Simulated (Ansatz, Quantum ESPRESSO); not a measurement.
**MgB2 (P6/mmm): electron–phonon coupling with Quantum ESPRESSO**

Wanted: phonons, linewidths and couplings of MgB2 (P6/mmm) from a second program. The first relaxation steps of the session are not shown, so no cell shown is the starting entry, unless a step says so.

Main program and level: Ansatz 0.2.0 and Quantum ESPRESSO 7.5; DFT PBE, scalar-relativistic, plane waves, PAW, in the first sound run; inputs show where later runs differ.

### Step 1. The cell after earlier relaxation steps

The structure is hexagonal, space group P6/mmm (No. 191). Conventional cell: a = 3.079 Å, b = 3.079 Å, c = 3.514 Å, α = 90.00°, β = 90.00°, γ = 120.00°. Nearest to Mg lie 12 B at 2.50 Å. Nearest to B lie 3 B at 1.78 Å and 6 Mg at 2.50 Å. Farther neighbours are not listed.

### Step 2. Tight relaxation

Residual forces and stress shift phonon frequencies, so the cell is relaxed again, with tight thresholds and the mesh and smearing of this input. Earlier relaxation steps are not shown.

The input, input.yaml:

```yaml
crystal:
  lattice:
    - [3.0785362421, 0.0, 0.0]
    - [-1.539268121, 2.6660905921, 0.0]
    - [0.0, 0.0, 3.5138705568]
  atoms:
    - { symbol: Mg, position: [0.0, 0.0, 0.0] }
    - { symbol: B, position: [0.3333333333, 0.6666666667, 0.5] }
    - { symbol: B, position: [0.6666666667, 0.3333333333, 0.5] }
kpoints:
  mp_grid: { grid: [12, 12, 8] }
hamiltonian:
  xc: pbe
scf:
  occupations: { method: methfessel_paxton, width: 0.2 }
output:
  forces: true
  stress: true
  eigenvalues: true
relax:
  adjacent_minimum: "off"
  f_tol: 0.001
  max_steps: 60
  cell: { stress_tol: 0.01 }
```

Command:

```
> ansatz run input.yaml --threads 8 --pin off --max-ram 16384MiB --backend cpu --events-out ev --progress --plain --runs-dir out
```

Numbers of over 12 decimals in the logs are rounded to 6 here.

What it wrote:

```text
[the first part of the log is left out]
  E_vxc        = -115.020620  (∫ρ·V_xc dr)
  E_paw        = -448.967936  (= ΣΔE_a)
  E_vpaw       = -32.083552  (= ΣTr[D̂ρ^β])
  E_aug_tail   = -0.000012  (compensation charges beyond the density's cutoff)
  E_ewald      = -1007.116559
  E_smearing   = -0.001444  (= −TS)
  E_closure    = 0.000000  (closes the sum)
  Σ components = -2236.021381   (vs F -2236.021381, Δ=0.00e0)
--- Forces (eV/Å), atoms counted from 1 ---
  atom   1  Mg     0.00000000    -0.00000000     0.00000000
  atom   2  B     -0.00000000     0.00000000     0.00000000
  atom   3  B      0.00000000     0.00000000     0.00000000
  max |Σ_I F_I| component: 3.70e-17 eV/Å
--- Stress (GPa, compression-positive) ---
       -0.006344      -0.000000       0.000000
       -0.000000      -0.006344       0.000000
        0.000000       0.000000       0.003835
  P = ⅓ Tr σ = -0.0030 GPa (-0.030 kbar)
--- Band table (eV; the first three rows and the last of 95) ---
  k-point 0: bands = ["-65.8624", "-32.6101", "-32.6101", "-32.5960", "-3.1469", "6.3656", "9.6691", "9.6691", "10.9792", "15.6325", "15.6325", "17.4352"]
  k-point 1: bands = ["-65.8624", "-32.6101", "-32.6101", "-32.5971", "-3.0114", "5.3965", "9.7206", "9.7206", "12.2651", "15.6768", "15.6768", "17.4116"]
  k-point 2: bands = ["-65.8623", "-32.6099", "-32.6099", "-32.5998", "-2.6319", "3.7750", "9.8503", "9.8503", "14.8264", "15.7894", "15.7894", "17.3551"]
  k-point 94: bands = ["-65.8583", "-32.6374", "-32.6374", "-32.5962", "2.9266", "2.9266", "4.1199", "7.2942", "7.2942", "12.9003", "20.9917", "21.2515"]
--- Relaxed structure (2 steps of the walk, 2 accepted, 1 SCFs on fresh bases) ---
  F+E_penalty+E_count = -2236.02138056 eV   max|allowed force component| = 1.172e-16 eV/Å   (the final SCF, on the basis selected at the relaxed cell)
  cell:  # Å, volume = 28.8426 Å³
    - [3.078295, -2.886522431692857e-11, 0.0]
    - [-1.539148, 2.665882, 0.0]
    - [0.0, 0.0, 3.514654]
  atoms:
    - { symbol: Mg, position: [0, 0, 0.0] }
    - { symbol: B, position: [0.333333, 0.666667, 0.500000] }
    - { symbol: B, position: [0.666667, 0.333333, 0.500000] }
```

Run time: 1.3 s. Hardware: 8 threads of Arm Neoverse V1, shared host; peak memory 0.34 GiB.

Little changed from the start: no atom moved by 0.005 Å and no cell edge by 0.1 %.

This step gave:

* pressure: -0.002951 GPa
* volume per atom: 9.614 Å³
* metallic on mesh: yes
* gap on the k-mesh: 0 eV

The largest force is now zero by symmetry and the largest stress component 0.0063 GPa.

### Step 3. Second program, ground state

ph.x needs a tightly converged ground state on the same k mesh; the cell is that of the step before.

This step: DFT PBE, scalar-relativistic, plane waves, GBRV ultrasoft pseudopotentials (Quantum ESPRESSO 7.5).

The input, pw.in:

```
 &control
    calculation='scf',
    prefix='x',
    outdir='./tmp',
    pseudo_dir='./pseudo',
    tprnfor=.true.,
    tstress=.true.,
 /
 &system
    ibrav=4,
    celldm(1)=5.81713519,
    celldm(3)=1.1417534,
    nat=3,
    ntyp=2,
    ecutwfc=52.0,
    ecutrho=416.0,
    occupations='smearing',
    smearing='fd',
    degauss=0.00734986,
    nbnd=19,
 /
 &electrons
    conv_thr=1.0d-11,
    mixing_beta=0.5,
 /
ATOMIC_SPECIES
 Mg     24.3050  Mg.upf
 B      10.8100  B.upf
ATOMIC_POSITIONS crystal
 Mg     0.000000000   0.000000000   0.000000000
 B      0.333333333   0.666666667   0.500000000
 B      0.666666667   0.333333333   0.500000000
K_POINTS automatic
 12 12 8 0 0 0
```

Command:

```
> OMP_NUM_THREADS=1 mpirun -n 8 pw.x -nk 8 -in pw.in > pw.x.log
```

What it wrote:

```text
Program PWSCF v.7.5

     This program is part of the open-source Quantum ESPRESSO suite
     for quantum simulation of materials; please cite
         "P. Giannozzi et al., J. Phys.:Condens. Matter 21 395502 (2009);
         "P. Giannozzi et al., J. Phys.:Condens. Matter 29 465901 (2017);
         "P. Giannozzi et al., J. Chem. Phys. 152 154105 (2020);
     in publications or presentations arising from this work. More details at

     G-vector sticks info
     --------------------
     sticks:   dense  smooth     PW     G-vecs:    dense   smooth      PW
     Sum         955     499    151                27853     9925    1763

     Using Slab Decomposition

     bravais-lattice index     =            4
     lattice parameter (alat)  =       5.8171  a.u.
     unit-cell volume          =     194.6392 (a.u.)^3
     number of atoms/cell      =            3
     number of atomic types    =            2
     number of electrons       =        16.00
     number of Kohn-Sham states=           19
     kinetic-energy cutoff     =      52.0000  Ry
     charge density cutoff     =     416.0000  Ry
     scf convergence threshold =      1.0E-11
     mixing beta               =       0.5000
     number of iterations used =            8  plain     mixing
     Exchange-correlation=  SLA  PW   PBX  PBC
                           (   1   4   3   4   0   0   0)

     celldm(1)=   5.817135  celldm(2)=   0.000000  celldm(3)=   1.141753
     celldm(4)=   0.000000  celldm(5)=   0.000000  celldm(6)=   0.000000

     crystal axes: (cart. coord. in units of alat)
               a(1) = (   1.000000   0.000000   0.000000 )
               a(2) = (  -0.500000   0.866025   0.000000 )
               a(3) = (   0.000000   0.000000   1.141753 )

     reciprocal axes: (cart. coord. in units 2 pi/alat)
               b(1) = (  1.000000  0.577350 -0.000000 )
               b(2) = (  0.000000  1.154701  0.000000 )
               b(3) = (  0.000000 -0.000000  0.875846 )

     PseudoPot. # 1 for Mg read from file:
     ./pseudo/Mg.upf
     Pseudo is Ultrasoft, Zval = 10.0
     Using radial grid of  821 points,  7 beta functions with:
                l(1) =   0
                l(2) =   0
                l(3) =   0
                l(4) =   1
                l(5) =   1
                l(6) =   2
                l(7) =   2
     Q(r) pseudized with  8 coefficients,  rinner =    1.200   1.200   1.200
                                                       1.200   1.200

     PseudoPot. # 2 for B  read from file:
     ./pseudo/B.upf
     Pseudo is Ultrasoft + core correction, Zval =  3.0
     Using radial grid of  781 points,  4 beta functions with:
                l(1) =   0
                l(2) =   0
                l(3) =   1
                l(4) =   1
     Q(r) pseudized with  8 coefficients,  rinner =    1.100   1.100   1.100

     atomic species   valence    mass     pseudopotential
     Mg               10.00    24.30500     Mg( 1.00)
     B                 3.00    10.81000     B ( 1.00)

     24 Sym. Ops., with inversion, found

   Cartesian axes

     site n.     atom                  positions (alat units)
         1        Mg     tau(   1) = (   0.0000000   0.0000000   0.0000000  )
         2        B      tau(   2) = (  -0.0000000   0.5773503   0.5708767  )
         3        B      tau(   3) = (   0.5000000   0.2886751   0.5708767  )

     number of k points=    95  Fermi-Dirac smearing, width (Ry)=  0.0073
                       cart. coord. in units 2pi/alat
        k(    1) = (   0.0000000   0.0000000   0.0000000), wk =   0.0017361
        k(    2) = (   0.0000000   0.0000000   0.1094807), wk =   0.0034722
        k(    3) = (   0.0000000   0.0000000   0.2189615), wk =   0.0034722
        k(    4) = (   0.0000000   0.0000000   0.3284422), wk =   0.0034722
        k(    5) = (   0.0000000   0.0000000  -0.4379229), wk =   0.0017361
        k(    6) = (   0.0000000   0.0962250   0.0000000), wk =   0.0104167
        k(    7) = (   0.0000000   0.0962250   0.1094807), wk =   0.0208333
        k(    8) = (   0.0000000   0.0962250   0.2189615), wk =   0.0208333
        k(    9) = (   0.0000000   0.0962250   0.3284422), wk =   0.0208333
        k(   10) = (   0.0000000   0.0962250  -0.4379229), wk =   0.0104167
        k(   11) = (   0.0000000   0.1924501   0.0000000), wk =   0.0104167
        k(   12) = (   0.0000000   0.1924501   0.1094807), wk =   0.0208333
        k(   13) = (   0.0000000   0.1924501   0.2189615), wk =   0.0208333
        k(   14) = (   0.0000000   0.1924501   0.3284422), wk =   0.0208333
        k(   15) = (   0.0000000   0.1924501  -0.4379229), wk =   0.0104167
        k(   16) = (   0.0000000   0.2886751   0.0000000), wk =   0.0104167
[...]
k(   88) = (   0.2500000   0.5292377   0.2189615), wk =   0.0416667
        k(   89) = (   0.2500000   0.5292377   0.3284422), wk =   0.0416667
        k(   90) = (   0.2500000   0.5292377  -0.4379229), wk =   0.0208333
        k(   91) = (   0.3333333   0.5773503   0.0000000), wk =   0.0034722
        k(   92) = (   0.3333333   0.5773503   0.1094807), wk =   0.0069444
        k(   93) = (   0.3333333   0.5773503   0.2189615), wk =   0.0069444
        k(   94) = (   0.3333333   0.5773503   0.3284422), wk =   0.0069444
        k(   95) = (   0.3333333   0.5773503  -0.4379229), wk =   0.0034722

     Dense  grid:    27853 G-vectors     FFT dimensions: (  40,  40,  45)

     Smooth grid:     9925 G-vectors     FFT dimensions: (  27,  27,  32)

     Initial potential from superposition of free atoms

     starting charge      15.6992, renormalised to      16.0000
     Starting wfcs are   13 randomized atomic wfcs +    6 random wfcs

     per-process dynamical memory:    27.6 Mb

     Self-consistent Calculation

     iteration #  1     ecut=    52.00 Ry     beta= 0.50
     Davidson diagonalization with overlap
     ethr =  1.00E-02,  avg # of iterations =  6.4

     total energy              =    -138.06515501 Ry
     estimated scf accuracy    <       0.42863310 Ry

     iteration #  2     ecut=    52.00 Ry     beta= 0.50
     Davidson diagonalization with overlap
     ethr =  2.68E-03,  avg # of iterations =  1.5

     total energy              =    -138.13996812 Ry
     estimated scf accuracy    <       0.00684041 Ry

     iteration #  3     ecut=    52.00 Ry     beta= 0.50
     Davidson diagonalization with overlap
     ethr =  4.28E-05,  avg # of iterations =  3.7

     total energy              =    -138.14018559 Ry
     estimated scf accuracy    <       0.00139573 Ry

     iteration #  4     ecut=    52.00 Ry     beta= 0.50
[...]
Davidson diagonalization with overlap
     ethr =  1.35E-11,  avg # of iterations =  1.9

     End of self-consistent calculation

          k = 0.0000 0.0000 0.0000 (  1263 PWs)   bands (ev):

   -66.0890 -32.8593 -32.8593 -32.8467  -3.3480   6.1599   9.4474   9.4474
    10.7725  15.4192  15.4192  17.2446  19.0931  21.8264  25.2946  25.2946
    27.9630  27.9630  28.3263

          k = 0.0000 0.0000 0.1095 (  1233 PWs)   bands (ev):

   -66.0889 -32.8592 -32.8592 -32.8478  -3.2127   5.1901   9.4989   9.4989
    12.0597  15.4635  15.4635  17.2204  19.0846  21.9560  24.1761  24.1761
    26.5726  26.5726  28.0347

          k = 0.0000 0.0000 0.2190 (  1245 PWs)   bands (ev):

   -66.0889 -32.8591 -32.8591 -32.8505  -2.8337   3.5680   9.6279   9.6279
    14.6236  15.5756  15.5756  17.1618  19.0653  22.3124  22.6128  22.6128
    25.1333  25.1333  27.2814

          k = 0.0000 0.0000 0.3284 (  1245 PWs)   bands (ev):

   -66.0888 -32.8589 -32.8589 -32.8531  -2.3308   2.2197   9.7649   9.7649
    15.6965  15.6965  17.1039  17.4453  19.0476  21.5330  21.5330  22.7662
    24.1895  24.1895  26.2002

          k = 0.0000 0.0000-0.4379 (  1264 PWs)   bands (ev):

   -66.0887 -32.8588 -32.8588 -32.8543  -2.0518   1.6494   9.8241   9.8241
    15.7495  15.7495  17.0799  19.0407  19.1291  21.1518  21.1518  23.0043
    23.8590  23.8590  25.0134

          k = 0.0000 0.0962 0.0000 (  1241 PWs)   bands (ev):

   -66.0888 -32.8620 -32.8600 -32.8463  -3.2266   6.2777   8.8362   9.1628
    10.8802  15.3359  15.9489  17.5111  18.6607  22.4283  24.7246  25.0235
    26.0065  26.8253  28.9934

          k = 0.0000 0.0962 0.1095 (  1237 PWs)   bands (ev):

   -66.0887 -32.8619 -32.8599 -32.8474  -3.0922   5.3116   8.8948   9.2125
    12.1555  15.4015  15.9951  17.2748  18.7916  22.5328  23.6781  23.7395
    25.9415  27.0809  28.8947

          k = 0.0000 0.0962 0.2190 (  1242 PWs)   bands (ev):

   -66.0886 -32.8617 -32.8597 -32.8500  -2.7159   3.6957   9.0413   9.3372
    14.6406  15.6233  16.1124  16.7880  19.0273  22.0820  22.4051  22.9066
    25.0036  25.8880  28.1066

          k = 0.0000 0.0962 0.3284 (  1241 PWs)   bands (ev):

[...]
24.1422  24.9527  26.7011

          k = 0.0000 0.0962-0.4379 (  1250 PWs)   bands (ev):

[...]
23.8056  24.6182  25.1770

          k = 0.0000 0.1925 0.0000 (  1233 PWs)   bands (ev):

[...]
24.4706  25.5595  29.2733

          k = 0.0000 0.1925 0.1095 (  1234 PWs)   bands (ev):

[...]
24.9501  27.2991  29.5087

          k = 0.0000 0.1925 0.2190 (  1236 PWs)   bands (ev):

[...]
25.1598  27.3933  29.2504

          k = 0.0000 0.1925 0.3284 (  1243 PWs)   bands (ev):

[...]
24.8846  26.5426  27.4386

          k = 0.0000 0.1925-0.4379 (  1240 PWs)   bands (ev):

[...]
24.7812  25.9879  26.2134

          k = 0.0000 0.2887 0.0000 (  1236 PWs)   bands (ev):

[...]
24.5564  25.7198  29.0903

          k = 0.0000 0.2887 0.1095 (  1237 PWs)   bands (ev):

[...]
k = 0.0000 0.2887 0.2190 (  1231 PWs)   bands (ev):

[...]
k = 0.0000 0.2887 0.3284 (  1231 PWs)   bands (ev):

[...]
k = 0.0000 0.2887-0.4379 (  1234 PWs)   bands (ev):

[...]
k = 0.0000 0.3849-0.4379 (  1226 PWs)   bands (ev):

[...]
k = 0.0000 0.4811-0.4379 (  1218 PWs)   bands (ev):

[...]
k = 0.0000-0.5774 0.0000 (  1238 PWs)   bands (ev):

[...]
k = 0.0000-0.5774 0.1095 (  1238 PWs)   bands (ev):

[...]
k = 0.0000-0.5774 0.2190 (  1232 PWs)   bands (ev):

[...]
k = 0.0000-0.5774 0.3284 (  1228 PWs)   bands (ev):

[...]
k = 0.0000-0.5774-0.4379 (  1228 PWs)   bands (ev):

[...]
k = 0.0833 0.1443-0.4379 (  1250 PWs)   bands (ev):

[...]
k = 0.0833 0.2406-0.4379 (  1236 PWs)   bands (ev):

[...]
k = 0.0833 0.3368-0.4379 (  1232 PWs)   bands (ev):

[...]
k = 0.0833 0.4330-0.4379 (  1226 PWs)   bands (ev):

[...]
k = 0.0833 0.5292-0.4379 (  1220 PWs)   bands (ev):

[...]
k = 0.1667 0.2887-0.4379 (  1232 PWs)   bands (ev):

[...]
k = 0.1667 0.3849-0.4379 (  1234 PWs)   bands (ev):

[...]
k = 0.1667 0.4811-0.4379 (  1230 PWs)   bands (ev):

[...]
k = 0.1667 0.5774-0.4379 (  1228 PWs)   bands (ev):

[...]
k = 0.2500 0.4330-0.4379 (  1228 PWs)   bands (ev):

[...]
k = 0.2500 0.5292 0.0000 (  1231 PWs)   bands (ev):

[...]
k = 0.2500 0.5292 0.1095 (  1230 PWs)   bands (ev):

[...]
k = 0.2500 0.5292 0.2190 (  1235 PWs)   bands (ev):

[...]
27.5992  28.0984  30.1329

          k = 0.2500 0.5292 0.3284 (  1228 PWs)   bands (ev):

[...]
27.8374  28.6316  29.6320

          k = 0.2500 0.5292-0.4379 (  1226 PWs)   bands (ev):

[...]
27.6467  29.1352  29.2669

          k = 0.3333 0.5774 0.0000 (  1233 PWs)   bands (ev):

[...]
28.4347  30.6875  30.6875

          k = 0.3333 0.5774 0.1095 (  1230 PWs)   bands (ev):

   -66.0851 -32.8872 -32.8872 -32.8410   1.9267   1.9267   3.3091  10.0651
    10.0651  16.0684  16.3959  16.3959  19.6556  21.6708  21.6708  22.8493
    28.4470  30.1269  30.1269

          k = 0.3333 0.5774 0.2190 (  1254 PWs)   bands (ev):

   -66.0850 -32.8869 -32.8869 -32.8434   2.2030   2.2030   3.5363   8.6577
     8.6577  14.3246  18.5165  18.5165  20.3538  21.9466  21.9466  25.1440
    28.4770  29.1864  29.1864

          k = 0.3333 0.5774 0.3284 (  1224 PWs)   bands (ev):

   -66.0849 -32.8866 -32.8866 -32.8458   2.5468   2.5468   3.7885   7.5323
     7.5323  13.1272  20.4058  20.4058  20.6723  22.5184  22.5184  27.9060
    28.5076  28.5967  28.5967

          k = 0.3333 0.5774-0.4379 (  1206 PWs)   bands (ev):

   -66.0849 -32.8864 -32.8864 -32.8468   2.7209   2.7209   3.9020   7.0873
     7.0873  12.6943  20.7809  21.0439  21.0439  23.0942  23.0942  28.5204
    28.8728  28.8730  29.2180

     the Fermi energy is     9.1008 ev

!    total energy              =    -138.14025162 Ry
     estimated scf accuracy    <          3.0E-12 Ry
     smearing contrib. (-TS)   =      -0.00171129 Ry
     internal energy E=F+TS    =    -138.13854033 Ry

     The total energy is F=E-TS. E is the sum of the following terms:
     one-electron contribution =     -88.49667108 Ry
     hartree contribution      =      47.33266958 Ry
     xc contribution           =     -22.95283701 Ry
     ewald contribution        =     -74.02170182 Ry

     convergence has been achieved in   9 iterations

     Forces acting on atoms (cartesian axes, Ry/au):

     atom    1 type  1   force =     0.00000000    0.00000000    0.00000000
     atom    2 type  2   force =     0.00000000    0.00000000   -0.00000000
     atom    3 type  2   force =    -0.00000000   -0.00000000    0.00000000

     Total force =     0.000000     Total SCF correction =     0.000000

     Computing stress (Cartesian axis) and pressure

          total   stress  (Ry/bohr**3)                   (kbar)     P=       -2.59
  -0.00003175  -0.00000000   0.00000000           -4.67       -0.00        0.00
  -0.00000000  -0.00003175   0.00000000           -0.00       -4.67        0.00
   0.00000000   0.00000000   0.00001066            0.00        0.00        1.57

     Writing all to output data dir ./tmp/x.save/ :
     XML data file, charge density, pseudopotentials, collected wavefunctions

   JOB DONE.
```

Wall time 5.8 s (8 MPI ranks); 45 s of CPU time.

This step gave:

```yaml
pressure: -0.2590 GPa
```

With these potentials, mesh and smearing the cell is at -0.26 GPa.

(Continued in part 2 of 2.)

[Logs are printed without paths, hosts, clocks, repeated set-up lines and the standing remarks that a program may print on its own settings, such as how far it seeks lower states.]

[Hosts, paths, dates, database ids (printed as entryN), source tags and the programs' standing remarks are cut or masked in the printed files.]
